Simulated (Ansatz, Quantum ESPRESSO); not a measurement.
# Nb(110), 5 layers, one monolayer of Si on top sites: vacuum level and surface dipole, part 3 of 6

Wanted: work functions and the surface dipole of Nb(110), 5 layers, one monolayer of Si on top sites at several levels, with their cost.

Quantum ESPRESSO 7.5; plane-wave DFT, PBE, GBRV ultrasoft pseudopotentials; geometry and cross-check by Ansatz 0.2.0 with PAW datasets.

So far. Step 4 (Electrostatic potential): The vacuum is flat to 0.8 meV/Å, so its level is well defined. Inside the slab the curve depends on the local part of the pseudopotentials; only the vacuum level has a meaning of its own. Step 5 (Macroscopic average): Where the running mean is not flat inside, average.x's window, rounded to the grid, doesn't match the spacings there.

## 6. Density by pp.x

The density shows how far the electrons spill into the vacuum.

Input file rho.in:

```
&inputpp
  prefix = 'scf'
  outdir = './out'
  filplot = 'rho.dat'
  plot_num = 0
/
```

Run with:

```sh
> OMP_NUM_THREADS=1 mpirun -n 4 pp.x -in rho.in > rho.out
```

Output:

```text
[banner, memory and clock lines left out]
Program POST-PROC v.7.5 starts

          URL

     ./out/scf.save/

     IMPORTANT: XC functional enforced from input :
     Exchange-correlation= PBE
                           (   1   4   3   4   0   0   0)
     Any further DFT definition will be discarded
     Please, verify this is what you really want

     Check: negative core charge=   -0.000001

     negative rho (up, down):  3.004E-03 0.000E+00

     Adding external electric field

     Computed dipole along edir(3) :
        Dipole               -0.0200 Ry au,         -0.0509 Debye
        Dipole field         -0.0002 Ry au,

        Potential amp.        0.0176 Ry
        Total length         51.4014 bohr

     Calling punch_plot, plot_num =   0
     Writing data to file  rho.dat
     Message from routine chdens:
     namelist plot not found or invalid, exiting
```

Elapsed: 1.2 s, on 4 MPI ranks of Intel Xeon Platinum 8559C (Emerald Rapids), shared host; peak memory 0.1 GiB.

This step gave:

| Property | Result |
| --- | --- |
| electrons by integration | 69.00 e |

The valence density, planar mean oscillates, so the rows of the table below give means over windows of 2.33 Å about each position, cut where the curve ends. Its maxima inside the range that stand out by 2 % of the span (Å: e/Å³): 8.3: 1.23, 10.6: 1.22, 12.9: 1.22, 15.3: 1.22, 17.7: 1.23, 20.3: 0.260. Its minima: 9.4: 0.261, 11.8: 0.258, 14.1: 0.253, 16.4: 0.253, 19.0: 0.169.

Mean over planes. The valence density, planar mean by z; means over each step:

```csv
z (Å),"valence density, planar mean (e/Å³)"
3.50,1.0e-4
5.83,0.0158
8.16,0.692
10.48,0.724
12.82,0.723
15.14,0.721
17.48,0.711
19.80,0.214
22.13,0.0449
24.46,1.0e-4
```

Valence density in the ca plane at fractional y = 0.000, with atoms of Nb and Si within 0.2 Å of it. It is the smooth field of the valence electrons, not physical close to the nuclei.

Values in e/Å³, 5 rows by 16 columns, each cell a mean:
```
0.2 2.2 3.0 0.3 0.2 0.3 2.9 2.3 0.4 0.3 0.2 0.0 0.0 0.0 0.0 0.0
0.2 0.5 0.7 0.2 0.3 0.2 0.7 0.5 0.2 0.3 0.1 0.0 0.0 0.0 0.0 0.0
0.2 0.3 0.3 0.2 0.3 0.2 0.3 0.2 0.2 0.2 0.1 0.0 0.0 0.0 0.0 0.0
0.2 1.1 1.6 0.3 0.2 0.2 1.6 1.1 0.3 0.3 0.2 0.0 0.0 0.0 0.0 0.0
0.3 2.6 3.2 0.3 0.2 0.3 3.2 2.7 0.4 0.5 0.2 0.0 0.0 0.0 0.0 0.0
```
Columns run along c (16.0 Å, from fractional 0.39 to 0.95 of the cell), rows up along a (2.9 Å). Atoms in or near the plane, at fractional coordinates: Nb at (0.46, 0.00), Nb at (0.62, 0.00), Si at (0.72, 0.00).

The density integrates to 69.000 electrons, as the 69 of the input ask.

## 7. Projected density of states

Projections on atomic orbitals tell which layers and orbitals hold the states near the zero of energy.

Input file pdos.in:

```
&projwfc
  prefix = 'scf'
  outdir = './out'
  filpdos = 'pdos'
  Emin = -2.205
  Emax = 9.795
  DeltaE = 0.1
  ngauss = 0
  degauss = 0.01
/
```

Run with:

```sh
> OMP_NUM_THREADS=1 mpirun -n 4 projwfc.x -in pdos.in > pdos.out
```

Output:

```text
[banner, memory and clock lines left out]
Program PROJWFC v.7.5 starts

          URL

     ./out/scf.save/

     IMPORTANT: XC functional enforced from input :
     Exchange-correlation= PBE
                           (   1   4   3   4   0   0   0)
     Any further DFT definition will be discarded
     Please, verify this is what you really want

     Check: negative core charge=   -0.000001

     negative rho (up, down):  3.004E-03 0.000E+00

     Adding external electric field

     Computed dipole along edir(3) :
        Dipole               -0.0200 Ry au,         -0.0509 Debye
        Dipole field         -0.0002 Ry au,

        Potential amp.        0.0176 Ry
        Total length         51.4014 bohr

     Gaussian broadening (read from input): ngauss,degauss=   0    0.010000

     Calling projwave ....
     one sub-group per band group will be used

     linear algebra parallelized on   4 procs

  Problem Sizes
  natomwfc =           69
  nx       =           35
  nbnd     =           42
  nkstot   =           52
  npwx     =         1618
  nkb      =          108

     Atomic states used for projection
     (read from pseudopotential files):

     state #   1: atom   1 (Nb ), wfc  1 (l=0 m= 1)
     state #   2: atom   1 (Nb ), wfc  2 (l=1 m= 1)
     state #   3: atom   1 (Nb ), wfc  2 (l=1 m= 2)
     state #   4: atom   1 (Nb ), wfc  2 (l=1 m= 3)
     state #   5: atom   1 (Nb ), wfc  3 (l=2 m= 1)
     state #   6: atom   1 (Nb ), wfc  3 (l=2 m= 2)
     state #   7: atom   1 (Nb ), wfc  3 (l=2 m= 3)
     state #   8: atom   1 (Nb ), wfc  3 (l=2 m= 4)
     state #   9: atom   1 (Nb ), wfc  3 (l=2 m= 5)
     state #  10: atom   1 (Nb ), wfc  4 (l=0 m= 1)
     state #  11: atom   1 (Nb ), wfc  5 (l=1 m= 1)
     state #  12: atom   1 (Nb ), wfc  5 (l=1 m= 2)
     state #  13: atom   1 (Nb ), wfc  5 (l=1 m= 3)
     state #  14: atom   2 (Nb ), wfc  1 (l=0 m= 1)
     state #  15: atom   2 (Nb ), wfc  2 (l=1 m= 1)
     state #  16: atom   2 (Nb ), wfc  2 (l=1 m= 2)
     state #  17: atom   2 (Nb ), wfc  2 (l=1 m= 3)
     state #  18: atom   2 (Nb ), wfc  3 (l=2 m= 1)
     state #  19: atom   2 (Nb ), wfc  3 (l=2 m= 2)
     state #  20: atom   2 (Nb ), wfc  3 (l=2 m= 3)
     state #  21: atom   2 (Nb ), wfc  3 (l=2 m= 4)
     state #  22: atom   2 (Nb ), wfc  3 (l=2 m= 5)
     state #  23: atom   2 (Nb ), wfc  4 (l=0 m= 1)
     state #  24: atom   2 (Nb ), wfc  5 (l=1 m= 1)
     state #  25: atom   2 (Nb ), wfc  5 (l=1 m= 2)
     state #  26: atom   2 (Nb ), wfc  5 (l=1 m= 3)
     state #  27: atom   3 (Nb ), wfc  1 (l=0 m= 1)
     state #  28: atom   3 (Nb ), wfc  2 (l=1 m= 1)
     state #  29: atom   3 (Nb ), wfc  2 (l=1 m= 2)
     state #  30: atom   3 (Nb ), wfc  2 (l=1 m= 3)
     state #  31: atom   3 (Nb ), wfc  3 (l=2 m= 1)
     state #  32: atom   3 (Nb ), wfc  3 (l=2 m= 2)
     state #  33: atom   3 (Nb ), wfc  3 (l=2 m= 3)
     state #  34: atom   3 (Nb ), wfc  3 (l=2 m= 4)
     state #  35: atom   3 (Nb ), wfc  3 (l=2 m= 5)
     state #  36: atom   3 (Nb ), wfc  4 (l=0 m= 1)
     state #  37: atom   3 (Nb ), wfc  5 (l=1 m= 1)
     state #  38: atom   3 (Nb ), wfc  5 (l=1 m= 2)
     state #  39: atom   3 (Nb ), wfc  5 (l=1 m= 3)
     state #  40: atom   4 (Nb ), wfc  1 (l=0 m= 1)
     state #  41: atom   4 (Nb ), wfc  2 (l=1 m= 1)
     state #  42: atom   4 (Nb ), wfc  2 (l=1 m= 2)
     state #  43: atom   4 (Nb ), wfc  2 (l=1 m= 3)
     state #  44: atom   4 (Nb ), wfc  3 (l=2 m= 1)
     state #  45: atom   4 (Nb ), wfc  3 (l=2 m= 2)
     state #  46: atom   4 (Nb ), wfc  3 (l=2 m= 3)
     state #  47: atom   4 (Nb ), wfc  3 (l=2 m= 4)
     state #  48: atom   4 (Nb ), wfc  3 (l=2 m= 5)
     state #  49: atom   4 (Nb ), wfc  4 (l=0 m= 1)
     state #  50: atom   4 (Nb ), wfc  5 (l=1 m= 1)
     state #  51: atom   4 (Nb ), wfc  5 (l=1 m= 2)
     state #  52: atom   4 (Nb ), wfc  5 (l=1 m= 3)
     state #  53: atom   5 (Nb ), wfc  1 (l=0 m= 1)
     state #  54: atom   5 (Nb ), wfc  2 (l=1 m= 1)
     state #  55: atom   5 (Nb ), wfc  2 (l=1 m= 2)
     state #  56: atom   5 (Nb ), wfc  2 (l=1 m= 3)
     state #  57: atom   5 (Nb ), wfc  3 (l=2 m= 1)
     state #  58: atom   5 (Nb ), wfc  3 (l=2 m= 2)
     state #  59: atom   5 (Nb ), wfc  3 (l=2 m= 3)
     state #  60: atom   5 (Nb ), wfc  3 (l=2 m= 4)
     state #  61: atom   5 (Nb ), wfc  3 (l=2 m= 5)
     state #  62: atom   5 (Nb ), wfc  4 (l=0 m= 1)
     state #  63: atom   5 (Nb ), wfc  5 (l=1 m= 1)
     state #  64: atom   5 (Nb ), wfc  5 (l=1 m= 2)
     state #  65: atom   5 (Nb ), wfc  5 (l=1 m= 3)
     state #  66: atom   6 (Si ), wfc  1 (l=0 m= 1)
     state #  67: atom   6 (Si ), wfc  2 (l=1 m= 1)
     state #  68: atom   6 (Si ), wfc  2 (l=1 m= 2)
     state #  69: atom   6 (Si ), wfc  2 (l=1 m= 3)

[... projections of each state ...]
Lowdin Charges:

     Atom #   1: total charge =  12.9860, s =  2.2610,
     Atom #   1: total charge =  12.9860, p =  6.6129, pz=  2.1665, px=  2.2097, py=  2.2367,
     Atom #   1: total charge =  12.9860, d =  4.1121, dz2=  0.7824, dxz=  0.7545, dyz=  0.8334, dx2-y2=  0.8099, dxy=  0.9320,
     Atom #   2: total charge =  12.9871, s =  2.1838,
     Atom #   2: total charge =  12.9871, p =  6.7123, pz=  2.2425, px=  2.2324, py=  2.2374,
     Atom #   2: total charge =  12.9871, d =  4.0910, dz2=  0.8190, dxz=  0.7095, dyz=  0.9049, dx2-y2=  0.7680, dxy=  0.8896,
     Atom #   3: total charge =  12.9992, s =  2.1806,
     Atom #   3: total charge =  12.9992, p =  6.6984, pz=  2.2352, px=  2.2359, py=  2.2274,
     Atom #   3: total charge =  12.9992, d =  4.1202, dz2=  0.8397, dxz=  0.7341, dyz=  0.8786, dx2-y2=  0.7850, dxy=  0.8827,
     Atom #   4: total charge =  13.0040, s =  2.1841,
     Atom #   4: total charge =  13.0040, p =  6.7167, pz=  2.2534, px=  2.2318, py=  2.2315,
     Atom #   4: total charge =  13.0040, d =  4.1032, dz2=  0.8421, dxz=  0.7233, dyz=  0.8730, dx2-y2=  0.7643, dxy=  0.9005,
     Atom #   5: total charge =  13.2078, s =  2.2345,
     Atom #   5: total charge =  13.2078, p =  6.7860, pz=  2.2908, px=  2.2414, py=  2.2538,
     Atom #   5: total charge =  13.2078, d =  4.1873, dz2=  0.9980, dxz=  0.7134, dyz=  0.7524, dx2-y2=  0.7696, dxy=  0.9538,
     Atom #   6: total charge =   3.7253, s =  1.4584,
     Atom #   6: total charge =   3.7253, p =  2.2669, pz=  0.8447, px=  0.7577, py=  0.6646,
     Atom #   6: total charge =   3.7253, d =  0.0000, dz2=  0.0000, dxz=  0.0000, dyz=  0.0000, dx2-y2=  0.0000, dxy=  0.0000,
     Spilling Parameter:   0.0013
```

Run time: 2.4 s. Hardware: 4 MPI ranks; peak memory 0.25 GiB; 9 s of CPU time.

This step gave:

```
spilling of the projection : 0.0013
```

Projected DOS an atom over height of the atomic layer and energy from the Fermi level. Columns are the atomic layers from the bottom up.

Ten even steps from '_' (0.00 states/eV) to '@' (2.00 states/eV), each cell a mean:
```
**::::--++--
++::..::==--
++::----==::
%%**####**--
@@**####**::
%%++##****::
@@@@@@%%@@--
==++++++##--
==++==++++--
**##**##**::
==++++++==::
::======::..
__..........
____________
__________..
____________
__________::
__________..
__________..
__________::
__________..
__________..
```
Columns: height of the atomic layer (Å) from 8.3 to 20.3 (not evenly spaced); rows upwards: energy from the Fermi level (eV) from -8 to 1.5.

The atomic orbitals miss 0.1 % of the occupied states; for empty states the projections can miss much more.

## 8. Ground state: open boundaries by the effective screening medium

The effective screening medium with bc1 puts vacuum on both sides and removes the images along the normal. The slab must sit about z = 0, symmetry is kept, and the .esm1 file holds the planar potential.

Input file esm.in:

```
&control
  prefix = 'esm'
  outdir = './out'
  pseudo_dir = './pseudo'
  calculation = 'scf'
  tprnfor = .true.
/
&system
  ibrav = 0
  nat = 6
  ntyp = 2
  ecutwfc = 40
  ecutrho = 200
  occupations = 'smearing'
  smearing = 'mv'
  degauss = 0.02
  assume_isolated = 'esm'
  esm_bc = 'bc1'
/
&electrons
  conv_thr = 1e-07
  mixing_beta = 0.4
  electron_maxstep = 120
  mixing_mode = 'local-TF'
/
ATOMIC_SPECIES
  Nb  92.9064  nb_pbe_v1.uspp.F.UPF
  Si  28.0850  si_pbe_v1.uspp.F.UPF
CELL_PARAMETERS angstrom
  2.33345237790000 -1.65000000000000 0.00000000000000
  2.33345237790000 1.65000000000000 0.00000000000000
  0.00000000000000 0.00000000000000 28.33380951170000
ATOMIC_POSITIONS crystal
  Nb  0.000000000000 0.000000000000 -0.211694714647
  Nb  0.500000000000 0.500000000000 -0.129338955947
  Nb  0.000000000000 0.000000000000 -0.046983197347
  Nb  0.500000000000 0.500000000000 0.036144966957
  Nb  -0.000000000000 -0.000000000000 0.119552114158
  Si  -0.000000000000 -0.000000000000 0.211694714647
K_POINTS automatic
  10 10 1 0 0 0
```

Run with:

```sh
> OMP_NUM_THREADS=1 mpirun -n 4 pw.x -nk 4 -in esm.in > esm.out
```

Output:

```text
[banner, memory and clock lines left out]
Program PWSCF v.7.5 starts
[citation notice left out]

[...]
Message from routine setup:
[...]
bravais-lattice index     =            0
     lattice parameter (alat)  =       5.4006  a.u.
     unit-cell volume          =    1472.3615 (a.u.)^3
     number of atoms/cell      =            6
     number of atomic types    =            2
     number of electrons       =        69.00
     number of Kohn-Sham states=           42
     kinetic-energy cutoff     =      40.0000  Ry
     charge density cutoff     =     200.0000  Ry
     scf convergence threshold =      1.0E-07
     mixing beta               =       0.4000
     number of iterations used =            8  local-TF  mixing
     Exchange-correlation= SLA  PW   PBE  PBE
                           (   1   4   3   4   0   0   0)

     Effective Screening Medium Method
     Boundary Conditions: Vacuum-Slab-Vacuum
     total charge in unit cell        =   0.0000
     grid points for fit at edges     =        4

[...]
PseudoPot. # 1 for Nb read from file:
     ./pseudo/nb_pbe_v1.uspp.F.UPF
     Pseudo is Ultrasoft + core correction, Zval = 13.0
     Generated by new atomic code, or converted to UPF format
     Using radial grid of  887 points,  6 beta functions with:
                l(1) =   0
                l(2) =   0
                l(3) =   1
                l(4) =   1
                l(5) =   2
                l(6) =   2
     Q(r) pseudized with  6 coefficients,  rinner =    1.000   1.000   1.000
                                                       1.000   1.000

     PseudoPot. # 2 for Si read from file:
     ./pseudo/si_pbe_v1.uspp.F.UPF
     Pseudo is Ultrasoft + core correction, Zval =  4.0
     Generated by new atomic code, or converted to UPF format
     Using radial grid of  899 points,  6 beta functions with:
                l(1) =   0
                l(2) =   0
                l(3) =   1
                l(4) =   1
                l(5) =   2
                l(6) =   2
     Q(r) pseudized with  8 coefficients,  rinner =    0.900   0.900   0.900
                                                       0.900   0.900

     atomic species   valence    mass     pseudopotential
     Nb               13.00    92.90640     Nb( 1.00)
     Si                4.00    28.08500     Si( 1.00)

      4 Sym. Ops. (no inversion) found

[...]
number of k points=    31  Marzari-Vanderbilt smearing, width (Ry)=  0.0200
[...]
Dense  grid:    70217 G-vectors     FFT dimensions: (  25,  25, 243)

     Smooth grid:    50303 G-vectors     FFT dimensions: (  24,  24, 216)

     Check: negative core charge=   -0.000001

     Initial potential from superposition of free atoms

     starting charge      68.9857, renormalised to      69.0000

     negative rho (up, down):  2.797E-03 0.000E+00
     Starting wfcs are   69 randomized atomic wfcs

     per-process dynamical memory:    85.6 Mb

     Self-consistent Calculation

     iteration #  1     ecut=    40.00 Ry     beta= 0.40
     Davidson diagonalization with overlap
     ethr =  1.00E-02,  avg # of iterations =  1.4

     negative rho (up, down):  1.365E-03 0.000E+00

     total energy              =    -598.98918333 Ry
     estimated scf accuracy    <       5.27901682 Ry

     iteration #  2     ecut=    40.00 Ry     beta= 0.40
[...]
negative rho (up, down):  6.180E-04 0.000E+00

[...]
total energy              =    -598.98152424 Ry
     estimated scf accuracy    <       1.41548149 Ry

     iteration #  3     ecut=    40.00 Ry     beta= 0.40
[...]
negative rho (up, down):  3.002E-04 0.000E+00

[...]
total energy              =    -598.99886952 Ry
     estimated scf accuracy    <       0.27285707 Ry

     iteration #  4     ecut=    40.00 Ry     beta= 0.40
[...]
negative rho (up, down):  1.513E-04 0.000E+00

[...]
total energy              =    -599.05825896 Ry
     estimated scf accuracy    <       0.10691471 Ry

     iteration #  5     ecut=    40.00 Ry     beta= 0.40
[...]
negative rho (up, down):  7.542E-05 0.000E+00

[...]
total energy              =    -599.07608495 Ry
     estimated scf accuracy    <       0.02735706 Ry

     iteration #  6     ecut=    40.00 Ry     beta= 0.40
[...]
negative rho (up, down):  3.805E-05 0.000E+00

[...]
total energy              =    -599.08801689 Ry
     estimated scf accuracy    <       0.04139934 Ry

[...]
iteration # 29     ecut=    40.00 Ry     beta= 0.40
[...]
c_bands:  2 eigenvalues not converged
     c_bands:  1 eigenvalues not converged
[...]
negative rho (up, down):  3.003E-03 0.000E+00

[...]
total energy              =    -599.08106523 Ry
     estimated scf accuracy    <       0.00000215 Ry

     iteration # 30     ecut=    40.00 Ry     beta= 0.40
[...]
c_bands:  1 eigenvalues not converged
[...]
negative rho (up, down):  2.989E-03 0.000E+00

[...]
total energy              =    -599.08105284 Ry
     estimated scf accuracy    <       0.00000060 Ry

     iteration # 31     ecut=    40.00 Ry     beta= 0.40
[...]
c_bands:  1 eigenvalues not converged
[...]
negative rho (up, down):  2.979E-03 0.000E+00

[...]
total energy              =    -599.08105355 Ry
     estimated scf accuracy    <       0.00000010 Ry

     iteration # 32     ecut=    40.00 Ry     beta= 0.40
[...]
c_bands:  1 eigenvalues not converged
     c_bands:  1 eigenvalues not converged
     c_bands:  1 eigenvalues not converged
     c_bands:  1 eigenvalues not converged
[...]
negative rho (up, down):  2.989E-03 0.000E+00

[...]
End of self-consistent calculation

          k = 0.0000 0.0000 0.0000 (  6353 PWs)   bands (ev):

   -59.3385 -59.2566 -59.0993 -59.0319 -58.9309 -35.7950 -35.6430 -35.3233
   -34.9764 -34.9485 -34.9322 -34.7722 -34.7042 -34.6426 -34.6403 -34.6016
   -34.5003 -34.4845 -34.4653 -34.4267 -14.5216 -10.3840  -9.6664  -8.8267
    -8.4062  -8.3708  -7.2383  -6.3217  -6.0550  -5.6078  -5.1239  -5.0871
    -4.6887  -4.6135  -4.5109  -4.2024  -4.0961  -3.3264  -3.1724  -2.1165
    -2.1020  -2.0718

          k = 0.0612 0.0866 0.0000 (  6350 PWs)   bands (ev):

   -59.3257 -59.2435 -59.0848 -59.0213 -58.9234 -35.7627 -35.6262 -35.3374
   -35.0575 -34.9918 -34.9432 -34.7959 -34.7544 -34.7217 -34.6830 -34.5783
   -34.5694 -34.5210 -34.5075 -34.4631 -14.3311 -10.0892  -9.3924  -8.5539
    -8.1168  -8.0774  -7.0995  -6.2523  -6.0030  -5.5732  -5.2484  -5.0664
    -4.9255  -4.7303  -4.5843  -4.3718  -4.0585  -3.7281  -3.1840  -2.3231
    -2.2492  -2.0565

[...]
the Fermi energy is    -4.7211 ev

!    total energy              =    -599.08097903 Ry
     estimated scf accuracy    <       0.00000006 Ry
     smearing contrib. (-TS)   =       0.00018692 Ry
     internal energy E=F+TS    =    -599.08116595 Ry

     The total energy is F=E-TS. E is the sum of the following terms:
     one-electron contribution =   17304.37545538 Ry
     hartree contribution      =   -8671.56645179 Ry
     xc contribution           =     -96.15588404 Ry
     ewald contribution        =   -9135.73428550 Ry

     convergence has been achieved in  32 iterations

     negative rho (up, down):  2.989E-03 0.000E+00

     Forces acting on atoms (cartesian axes, Ry/au):

     atom    1 type  1   force =     0.00000000    0.00000000    0.01315296
     atom    2 type  1   force =     0.00000000    0.00000000   -0.01586273
     atom    3 type  1   force =     0.00000000    0.00000000    0.00437309
     atom    4 type  1   force =     0.00000000    0.00000000   -0.00086526
     atom    5 type  1   force =     0.00000000    0.00000000    0.00073045
     atom    6 type  2   force =     0.00000000    0.00000000   -0.00124391

     Total force =     0.021132     Total SCF correction =     0.002225
     SCF correction compared to forces is large: reduce conv_thr to get better values

[...]
```

Elapsed: 1.8 min, on 4 MPI ranks; peak memory 0.73 GiB; 7.3 min of CPU time.

This step gave:

```
free energy                                                    : -8150.9120 eV
Fermi energy                                                   : -4.721 eV
vacuum line at the lower end of the cell, over the Fermi level : 4.585 eV
vacuum line at the upper end of the cell, over the Fermi level : 4.857 eV
```

The potential energy, planar mean oscillates, so the rows of the table below give means over windows of 2.33 Å about each position, cut where the curve ends. Its maxima inside the range that stand out by 2 % of the span (Å: eV): -4.8: -1.17, -2.5: -1.23, -0.1: -0.999, 2.2: -0.931, 4.8: 1.55. Its minima: -6.0: -31.0, -3.6: -30.9, -1.3: -30.9, 1.1: -31.0, 3.4: -31.2, 6.0: -13.6.

Electrostatic potential energy of an electron; zero at the Fermi level. The potential energy, planar mean by z; means over each step:

z (Å), potential energy, planar mean (eV) and a bar from the least value:
```
   -12.95        4.6 ##############################
   -10.62        4.6 ##############################
    -8.29        3.6 ############################
    -5.96      -14.0 
    -3.62      -13.9 
    -1.29      -13.8 
     1.04      -13.8 
     3.37      -13.8 
     5.70       -5.6 #############
     8.02        4.0 #############################
    10.36        4.9 ##############################
    12.69        4.9 ##############################
```

The vacuum levels are read from the outermost 0.7 Å of the cell on either side.

The run needed 32 iterations to bring the estimated error under 1e-07 Ry; the largest force on any atom, held or free, is 0.41 eV/Å.

The upper level is 4.857 eV against 4.845 eV from the periodic run.

(Continued in part 4 of 6.)

[Logs are printed without paths, hosts, clocks, repeated set-up lines and the standing remarks that a program may print on its own settings, such as how far it seeks lower states.]

[Hosts, paths, dates, database ids (printed as entryN), source tags and the programs' standing remarks are cut or masked in the printed files.]

[Maps of the electrostatic potential energy from Ansatz leave out the sawtooth potential of an applied field or a dipole correction, so their vacuum need not be flat; planar profiles and work functions include it.]
